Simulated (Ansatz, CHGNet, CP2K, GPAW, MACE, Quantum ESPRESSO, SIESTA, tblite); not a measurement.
# Twisted Ti2CO2 MXene bilayer, 21.79° (70 atoms) in CP2K

Aim: run twisted Ti2CO2 MXene bilayer, 21.79° (70 atoms) in CP2K and see how near its forces come to a plane-wave reference, and at what cost.

Program: CP2K 2026.2. Level of theory: the method is named at each step. Results are calculated unless marked as measured.

**1. Set-up**

The cell holds 70 atoms: 14 C, 28 Ti and 28 O. Cell: a = 8.017 Å, b = 8.017 Å, c = 23.860 Å, α = 90.0°, β = 90.0°, γ = 120.0°. It derives from Ti2CO2 (Ti2CO2 MXene). Ti2CO2 MXene (a = 3.03 Å) under Ti2CO2 MXene (a = 3.03 Å), bilayer, commensurate cell of 7 unit cells a layer, twist 21.79 deg; facing planes 2.98 Å apart; 12 Å of vacuum; layers as built, displaced by a Gaussian of 0.01 Å. Then every atom was moved at random, 0.03 Å r.m.s. a Cartesian component. Regions: layer 1, 35 atoms (7 C, 14 Ti and 14 O); layer 2, 35 atoms (7 C, 14 Ti and 14 O). Vacuum lies along c.

The yardstick, on the same geometry:

- method: Kohn-Sham DFT, PBE, PAW, plane waves (Ansatz 0.2.0); cutoff 420 eV, Γ point, fermi-dirac smearing of 0.05 eV; PAW set soft_2
- r.m.s. force component: 0.5018 eV/Å
- longest force: 1.989 eV/Å
- gap (highest filled to lowest empty level): 0.4857 eV
- SCF cycles: 12
- time: 22 s on 4 threads of Arm Neoverse V1, shared host
- CPU time: 82 s

**2. PBE, DZVP-UZH, 800/50 Ry, diagonalisation**

Method: Kohn-Sham DFT, PBE, GTH-PBE pseudopotentials, Gaussian and plane waves, DZVP-MOLOPT (UZH set), diagonalisation.

input.inp

```
&GLOBAL
  PROJECT cell
  RUN_TYPE ENERGY_FORCE
  PRINT_LEVEL LOW
&END GLOBAL
&FORCE_EVAL
  METHOD QS
  &DFT
    BASIS_SET_FILE_NAME BASIS_MOLOPT_UZH
    POTENTIAL_FILE_NAME POTENTIAL_UZH
    &MGRID
      CUTOFF 800
      REL_CUTOFF 50
      NGRIDS 5
    &END MGRID
    &QS
      EPS_DEFAULT 1.0E-12
    &END QS
    &SCF
      SCF_GUESS ATOMIC
      EPS_SCF 5.0E-06
      MAX_SCF 200
      ADDED_MOS 45
      &DIAGONALIZATION
        ALGORITHM STANDARD
      &END DIAGONALIZATION
      &SMEAR ON
        METHOD FERMI_DIRAC
        ELECTRONIC_TEMPERATURE [K] 580
      &END SMEAR
      &MIXING
        METHOD BROYDEN_MIXING
        ALPHA 0.2
        NBROYDEN 12
        BETA 0.05
      &END MIXING
      &PRINT
        &RESTART OFF
        &END RESTART
      &END PRINT
    &END SCF
    &XC
      &XC_FUNCTIONAL PBE
      &END XC_FUNCTIONAL
    &END XC
    &PRINT
      &MULLIKEN ON
      &END MULLIKEN
      &HIRSHFELD ON
        SHAPE_FUNCTION DENSITY
      &END HIRSHFELD
      &MO ON
        EIGENVALUES T
        OCCUPATION_NUMBERS T
        MO_INDEX_RANGE 269 292
        &EACH
          QS_SCF 0
        &END EACH
        ADD_LAST NUMERIC
      &END MO
    &END PRINT
  &END DFT
  &SUBSYS
    &CELL
      A 8.01660 0.00000 0.00000
      B -4.00830 6.94258 0.00000
      C 0.00000 0.00000 23.86000
    &END CELL
    &COORD
      C 3.98950 6.93237 8.24625
      Ti 0.57034 1.67129 9.53374
      Ti 1.77047 0.33699 6.91248
      O 1.73062 0.31533 10.41441
      O 0.55599 1.71155 5.97788
      C -0.59295 2.99454 8.24053
      Ti 0.01924 4.62390 9.54424
      Ti 1.12798 3.31765 6.90127
      O 1.15299 3.34514 10.43493
      O -0.02854 4.67749 5.98886
      C -1.16253 5.96430 8.25962
      Ti 3.46558 0.65857 9.54567
      Ti 0.56709 6.26443 6.93252
      O 0.64061 6.26443 10.40034
      O 3.40714 0.64441 6.03682
      C 2.25968 1.97718 8.16680
      Ti 2.80192 3.58994 9.60842
      Ti 4.02245 2.31542 6.90318
      O 4.04722 2.35749 10.42658
      O 2.84702 3.63972 6.02012
      C 1.70866 4.93104 8.24792
      Ti 2.28425 6.57018 9.53493
      Ti 3.39050 5.32531 6.88385
      O 3.40605 5.24436 10.41250
      O 2.29215 6.59885 5.94472
      C 5.14133 0.94343 8.18517
      Ti 5.72878 2.65519 9.49771
      Ti 6.86714 1.38373 6.93252
      O 6.88907 1.28452 10.47764
      O 5.69479 2.66408 5.99817
      C 4.60349 3.89305 8.14700
      Ti -2.84569 5.62411 9.48411
      Ti -1.73062 4.28316 6.89363
      O -1.71495 4.34307 10.43350
      O -2.86702 5.65661 5.98361
      C -1.65916 4.96290 15.66767
      Ti -0.56898 6.27630 16.91292
      Ti -0.01479 4.59536 14.29047
      O 0.00906 4.65139 17.84895
      O -0.60525 6.24777 13.37949
      C 3.97499 6.90710 15.63951
      Ti 1.15098 1.35096 16.98498
      Ti -2.28160 6.64238 14.24800
      O -2.32093 6.59760 17.86446
      O 1.19744 1.32117 13.45776
      C 0.57026 2.94678 15.61542
      Ti 1.72525 4.29343 16.95706
      Ti 2.31074 2.63547 14.30526
      O 2.29363 2.66262 17.87186
      O 1.71194 4.28413 13.40383
      C 1.07871 5.96243 15.64047
      Ti 6.25704 0.30242 16.96995
      Ti 2.88517 5.56698 14.36372
      O 2.81487 5.63335 17.84776
      O 6.25772 0.31221 13.42268
      C 2.84329 0.94037 15.60539
[... 10 atom lines left out ...]
      Ti -1.15956 3.29294 16.98212
      Ti -0.53475 1.63060 14.34225
      O -0.56188 1.61262 17.85324
      O -1.15106 3.34084 13.43413
    &END COORD
    &KIND C
      BASIS_SET DZVP-MOLOPT-PBE-GTH-q4
      POTENTIAL GTH-PBE-q4
    &END KIND
    &KIND Ti
      BASIS_SET DZVP-MOLOPT-PBE-GTH-q12
      POTENTIAL GTH-PBE-q12
    &END KIND
    &KIND O
      BASIS_SET DZVP-MOLOPT-PBE-GTH-q6
      POTENTIAL GTH-PBE-q6
    &END KIND
  &END SUBSYS
  &PRINT
    &FORCES ON
    &END FORCES
  &END PRINT
&END FORCE_EVAL
```

Started as:

```sh
> OMP_NUM_THREADS=2 cp2k.psmp -i input.inp > output.txt
```

Numbers of over 12 decimals in the logs are rounded to 6 here.

The program printed:

```text
CP2K| version string:                                       CP2K version 2026.2
 CP2K| Input file name                                                 input.inp
 GLOBAL| Basis set file name                                    BASIS_MOLOPT_UZH
 GLOBAL| Potential file name                                       POTENTIAL_UZH
 GLOBAL| Run type                                                   ENERGY_FORCE
 GLOBAL| Total number of message passing processes                             1
 GLOBAL| Number of threads for this process                                    2
 TOTAL NUMBERS AND MAXIMUM NUMBERS
  Total number of            - Atomic kinds:                                   3
                             - Atoms:                                         70
                             - Shell sets:                                    70
                             - Shells:                                       434
                             - Primitive Cartesian functions:                378
                             - Cartesian basis functions:                   1456
                             - Spherical basis functions:                   1274
  Maximum angular momentum of- Orbital basis functions:                        3
                             - Local part of the GTH pseudopotential:          2
                             - Non-local part of the GTH pseudopotential:      3
 SCF PARAMETERS         Density guess:                                    ATOMIC
                        max_scf:                                             200
                        eps_scf:                                        5.00E-06
                        added MOs                                        45    0
                        Mixing method:                            BROYDEN_MIXING
                                                charge density mixing in g-space
                        Smear method:                                FERMI_DIRAC
                        Electronic temperature [K]:                        580.0
                        Electronic temperature [a.u.]:                  1.84E-03
                        Accuracy threshold:                             1.00E-10
 Extrapolation method: initial_guess
 Number of electrons:                                                        560
 Number of occupied orbitals:                                                280
 Number of molecular orbitals:                                               325
 Number of orbital functions:                                               1274
 Number of independent orbital functions:                                   1274
 SCF WAVEFUNCTION OPTIMIZATION
  Step     Update method      Time    Convergence         Total energy    Change
     1 NoMix/Diag. 0.20E+00   12.1     1.07302249     -2169.0210549614 -2.17E+03
     2 Broy./Diag. 0.20E+00   18.8     0.31638202     -2152.6451051677  1.64E+01
     3 Broy./Diag. 0.20E+00   19.3     0.11862231     -2155.7908722706 -3.15E+00
     4 Broy./Diag. 0.20E+00   19.4     0.06464452     -2154.8152357271  9.76E-01
[...]
17 Broy./Diag. 0.20E+00   20.7     0.00000503     -2157.6547307641  7.24E-04
    18 Broy./Diag. 0.20E+00   20.4     0.00000306     -2157.6543332951  3.97E-04
  *** SCF run converged in    18 steps ***
  Electronic density on regular grids:       -559.9999999994        0.0000000006
  Core density on regular grids:              559.9999999998       -0.0000000002
  Total charge density on r-space grids:        0.0000000004
  Total charge density g-space grids:           0.0000000004
  Overlap energy of the core charge distribution:               2.12e-12
  Self energy of the core charge distribution:              -4335.341480
  Core Hamiltonian energy:                                   1142.924533
  Hartree energy:                                            1362.662939
  Exchange-correlation energy:                               -327.899535
  Electronic entropic energy:                                  -0.00078971
  Fermi energy:                                                 0.113103
  Total energy:                                             -2157.654333
  Total energy (extrapolated to T->0):                      -2157.653938
 MO| EIGENVALUES AND OCCUPATION NUMBERS
 MO|
 MO|  Index      Eigenvalue [a.u.]        Eigenvalue [eV]             Occupation
 MO|    269               0.029281               0.796773               2.000000
 MO|    270               0.030256               0.823317               2.000000
 MO|    271               0.030385               0.826806               2.000000
[...]
MO|    291               0.132472               3.604748               0.000053
 MO|    292               0.132829               3.614450               0.000043
 MO| Sum:                                                             560.000000
 MO| E(Fermi):            0.113103 a.u.          3.077688 eV
 !-----------------------------------------------------------------------------!
                     Mulliken Population Analysis
 #  Atom  Element  Kind  Atomic population                           Net charge
       1     C        1          4.281525                             -0.281525
       2     Ti       2         11.349961                              0.650039
       3     Ti       2         11.360153                              0.639847
[...]
69     O        3          6.523887                             -0.523887
      70     O        3          6.501749                             -0.501749
 # Total charge                            560.000000                  0.000000
 !-----------------------------------------------------------------------------!
 !-----------------------------------------------------------------------------!
                           Hirshfeld Charges
  #Atom  Element  Kind  Ref Charge     Population                    Net charge
      1       C      1       4.000          4.322                        -0.322
      2       Ti     2      12.000         11.582                         0.418
      3       Ti     2      12.000         11.584                         0.416
[...]
69       O      3       6.000          6.261                        -0.261
     70       O      3       6.000          6.256                        -0.256
  Total Charge                                                           -0.000
 !-----------------------------------------------------------------------------!
 ENERGY| Total FORCE_EVAL ( QS ) energy [hartree]          -2157.654230
 FORCES| Atomic forces [hartree/bohr]
 FORCES|   Atom     x               y               z               |f|
 FORCES|      1 -1.81670607E-03  3.21320789E-03 -1.00948099E-02   1.07485028E-02
 FORCES|      2 -8.36061458E-03 -2.30225581E-02 -1.29435112E-02   2.77032948E-02
 FORCES|      3 -1.40581562E-02  4.33856221E-03  5.47344311E-03   1.56975622E-02
[...]
FORCES|     69 -6.38331149E-03  5.53812242E-03  8.95412159E-03   1.23123417E-02
 FORCES|     70 -4.71836759E-03 -9.38180012E-03 -8.09358855E-03   1.32584819E-02
 FORCES| Sum    -1.19909092E-04  1.57787526E-04  2.16203525E-03
 FORCES| Total atomic force                                       2.17109915E-03
```

It took 6.7 min on 2 threads of Arm Neoverse V1, shared host; peak memory 6.6 GiB; 12 min of CPU time.

Banners, paths, timers and routine set-up lines are dropped from the logs unmarked, and long logs keep their key lines alone; longer cuts are marked.

Compared with the plane-wave run:

```
r.m.s. force component                           : 0.5246 eV/Å
r.m.s. difference of force components            : 37.5 meV/Å
longest difference of force vectors              : 116.8 meV/Å
force difference over r.m.s. force               : 7.474 %
slope of forces against the reference's          : 1.044
correlation of force components                  : 0.9983
gap (highest filled to lowest empty level) : 0.482 eV
gap difference                                   : -0.0037 eV
```

Length of the force difference by element (eV/Å):

| element | atoms | mean | most |
| --- | --- | --- | --- |
| C | 14 | 0.0089 | 0.019 |
| O | 28 | 0.077 | 0.12 |
| Ti | 28 | 0.064 | 0.087 |

Levels nearest the highest filled one (eV from it): -2.05, -2.02, -2.02, -1.98, -1.96, -1.90, -1.29, -1.02, -0.10, -0.08, -0.05, 0.00, 0.48, 0.49, 0.54, 0.54, 0.61, 0.65, 0.65, 0.66, 0.70, 0.73, 0.76, 0.77.

A closer look about Ti17, which bears the longest force: 9 atoms, nearest first, numbered in the order of the input, with positions taken from that point.

| atom | x | y | z | distance (Å) | bonds | Hirshfeld charge (e) | Fx | Fy | Fz (eV/Å) |
| --- | --- | --- | --- | --- | --- | --- | --- | --- | --- |
| Ti17 | 0.00 | 0.00 | 0.00 | 0.00 | 6 | 0.43 | 1.22 | 0.68 | -1.53 |
| O9 | -1.65 | -0.24 | 0.83 | 1.86 | 3 | -0.25 | -0.36 | -0.67 | 1.16 |
| O19 | 1.25 | -1.23 | 0.82 | 1.93 | 3 | -0.26 | -0.43 | -0.65 | 0.42 |
| O24 | 0.60 | 1.65 | 0.80 | 1.94 | 3 | -0.26 | 0.20 | -0.04 | 0.44 |
| C21 | -1.09 | 1.34 | -1.36 | 2.20 | 6 | -0.33 | -0.16 | 0.03 | -0.56 |
| C16 | -0.54 | -1.61 | -1.44 | 2.23 | 6 | -0.33 | 0.02 | 0.05 | 1.21 |
| C31 | 1.80 | 0.30 | -1.46 | 2.34 | 6 | -0.32 | -0.09 | 0.58 | 0.91 |
| Ti2 | -2.23 | -1.92 | -0.07 | 2.94 | 6 | 0.42 | -0.43 | -1.18 | -0.67 |
| Ti7 | -2.78 | 1.03 | -0.06 | 2.97 | 6 | 0.42 | -0.60 | 0.51 | -0.93 |

Forces lie 7.5 % from the reference's, at 9.0 times its CPU time (on 2 against 4 cores).

**3. PBE+D3(BJ), DZVP-UZH, 800/50 Ry, diagonalisation**

Method: Kohn-Sham DFT, PBE+D3(BJ), GTH-PBE pseudopotentials, Gaussian and plane waves, DZVP-MOLOPT (UZH set), diagonalisation.

Changes to input.inp since step 2:

```diff
@@ -44,2 +44,10 @@
       &END XC_FUNCTIONAL
+      &VDW_POTENTIAL
+        POTENTIAL_TYPE PAIR_POTENTIAL
+        &PAIR_POTENTIAL
+          TYPE DFTD3(BJ)
+          PARAMETER_FILE_NAME dftd3.dat
+          REFERENCE_FUNCTIONAL PBE
+        &END PAIR_POTENTIAL
+      &END VDW_POTENTIAL
     &END XC
@@ -69,3 +77,28 @@
     &COORD
-[... 70 atom lines left out: the same atoms as in the first run ...]
+      SCALED
+      C 0.99692 0.99853 0.34561
+      Ti 0.19151 0.24073 0.39957
+      Ti 0.24512 0.04854 0.28971
+      O 0.23859 0.04542 0.43648
+      O 0.19262 0.24653 0.25054
+      C 0.14170 0.43133 0.34537
+      Ti 0.33541 0.66602 0.40001
+      Ti 0.37964 0.47787 0.28924
+      O 0.38474 0.48183 0.43734
+      O 0.33331 0.67374 0.25100
+      C 0.28453 0.85909 0.34617
+      Ti 0.47973 0.09486 0.40007
+      Ti 0.52190 0.90232 0.29055
+      O 0.53107 0.90232 0.43589
+      O 0.47142 0.09282 0.25301
+      C 0.42427 0.28479 0.34228
+      Ti 0.60806 0.51709 0.40270
+      Ti 0.66852 0.33351 0.28932
+      O 0.67464 0.33957 0.43699
+      O 0.61727 0.52426 0.25231
+[... 46 atom lines left out ...]
+      Ti 0.09251 0.47431 0.71174
+      Ti 0.05073 0.23487 0.60110
+      O 0.04605 0.23228 0.74825
+      O 0.09702 0.48121 0.56304
     &END COORD
```

The program printed:

```text
CP2K| version string:                                       CP2K version 2026.2
 CP2K| Input file name                                                 input.inp
 GLOBAL| Basis set file name                                    BASIS_MOLOPT_UZH
 GLOBAL| Potential file name                                       POTENTIAL_UZH
[... lines left out ...]
                        Smear method:                                FERMI_DIRAC
[... lines left out ...]
 Number of electrons:                                                        560
[... lines left out ...]
  Step     Update method      Time    Convergence         Total energy    Change
[... lines left out ...]
  *** SCF run converged in    18 steps ***
[... lines left out ...]
  Fermi energy:                                                 0.113103
  Total energy:                                             -2158.308073
  Total energy (extrapolated to T->0):                      -2158.307678
[... lines left out ...]
 MO| E(Fermi):            0.113103 a.u.          3.077690 eV
[... lines left out ...]
     70       O      3       6.000          6.256                        -0.256
  Total Charge                                                           -0.000
 !-----------------------------------------------------------------------------!
 ENERGY| Total FORCE_EVAL ( QS ) energy [hartree]          -2158.307969
 FORCES| Atomic forces [hartree/bohr]
 FORCES|   Atom     x               y               z               |f|
 FORCES|      1 -1.82288414E-03  3.20516892E-03 -9.95698065E-03   1.06177906E-02
 FORCES|      2 -8.35689955E-03 -2.30001257E-02 -1.29392414E-02   2.76815376E-02
 FORCES|      3 -1.40237771E-02  4.33493842E-03  7.67546296E-03   1.65641404E-02
[...]
FORCES|     69 -6.38571122E-03  5.53886177E-03  7.97435944E-03   1.16209598E-02
 FORCES|     70 -4.71511107E-03 -9.37831988E-03 -7.84181880E-03   1.31026439E-02
 FORCES| Sum    -1.19793118E-04  1.57739889E-04  2.16143062E-03
 FORCES| Total atomic force                                       2.17048718E-03
```

The job ended after 7 min (2 threads; peak memory 6.6 GiB; 13 min of CPU time).

Numbers from this run, and their distance from the reference:

```
r.m.s. force component                           : 0.5295 eV/Å
r.m.s. difference of force components            : 53.22 meV/Å
longest difference of force vectors              : 188.4 meV/Å
force difference over r.m.s. force               : 10.61 %
slope of forces against the reference's          : 1.051
correlation of force components                  : 0.9961
gap (highest filled to lowest empty level) : 0.482 eV
gap difference                                   : -0.0037 eV
```

Against the first run (7.5 %), the force difference from the reference is 11 %, at 1.0 times the CPU time; the model has changed, so this is no error of the program alone.

(Continued in part 2 of 2.)

[Also dropped from logs without a mark: logging warnings of Python, and SIESTA's first energy breakdown and zero terms.]

[Logs are printed without paths, hosts, clocks, repeated set-up lines and the standing remarks that a program may print on its own settings, such as how far it seeks lower states.]

[Hosts, paths, dates, database ids (printed as entryN), source tags and the programs' standing remarks are cut or masked in the printed files.]
